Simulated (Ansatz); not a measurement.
In doubt: masses and optical values from hybrid runs of this build are listed as unsure (in some of the runs), which bears on the screening that GW takes from such a start.

System: SiO2 (Cristobalite).

The database entry behind the starting cell lists a temperature of 340 K, so it need not match the best structure at ambient conditions.

It takes space group P4_12_12 (No. 92, tetragonal). The conventional cell has a = 4.982 Å, b = 4.982 Å, c = 6.963 Å, α = 90.00°, β = 90.00°, γ = 90.00°. Nearest to Si lie 4 O at 1.60 to 1.61 Å. Nearest to O lie 2 Si at 1.60 to 1.61 Å. Farther neighbours and most contacts between anions are not listed.

```yaml
crystal:
  lattice:
    - [4.98200, 0.00000, 0.00000]
    - [0.00000, 4.98200, 0.00000]
    - [0.00000, 0.00000, 6.96300]
  atoms:
    - { symbol: Si, position: [0.29897, 0.29897, 0.00000] }
    - { symbol: Si, position: [0.20103, 0.79897, 0.25000] }
    - { symbol: Si, position: [0.70103, 0.70103, 0.50000] }
    - { symbol: Si, position: [0.79897, 0.20103, 0.75000] }
    - { symbol: O, position: [0.23989, 0.10347, 0.17813] }
    - { symbol: O, position: [0.39653, 0.73989, 0.42813] }
    - { symbol: O, position: [0.76011, 0.89653, 0.67813] }
    - { symbol: O, position: [0.60347, 0.26011, 0.92813] }
    - { symbol: O, position: [0.73989, 0.39653, 0.57187] }
    - { symbol: O, position: [0.89653, 0.76011, 0.32187] }
    - { symbol: O, position: [0.26011, 0.60347, 0.07187] }
    - { symbol: O, position: [0.10347, 0.23989, 0.82187] }
```

The cell and positions come from the Crystallography Open Database and are kept as given unless a step says otherwise.

Gaps computed with Ansatz 0.2.0 without a self-energy: HSE06 7.54 eV, r2SCAN 6.38 eV and PBE0 8.31 eV.

**Question.** Estimate the G0W0@HSE06 gap with 4×4×2 mesh, 440 empty bands, screening to 108 eV, PAW set soft_1 files.

About 9.34 eV: on its mesh the run moves the gap from 7.54 eV by +1.80 eV. Among the scalar-relativistic levels given, PBE0 is nearest (−1.03 eV). Bands and cutoff are finite, so the gap is not at the basis limit. The miss can reach some tenths of an eV and take either sign; the mesh is an error of its own. The 4×4×2 mesh is coarse for this cell (its supercell is 14 Å along the shortest edge). The RPA ε∞ on it, from the HSE06 start, is 1.96; such meshes misread the long-range screening, most where the gap is narrow.

[Paths, hosts, dates, memory and timing lines, banners, echoed tables and standing remarks are left out of the program output.]

[Logs are printed without paths, hosts, clocks, repeated set-up lines and the standing remarks that a program may print on its own settings, such as how far it seeks lower states.]

[Runs of the session that timed out or met a known fault of the program may be left out.]

[Cells called generated may have been cut or substituted from an entry of the Crystallography Open Database or the Materials Project.]

[Hosts, paths, dates, database ids (printed as entryN), source tags and the programs' standing remarks are cut or masked in the printed files.]
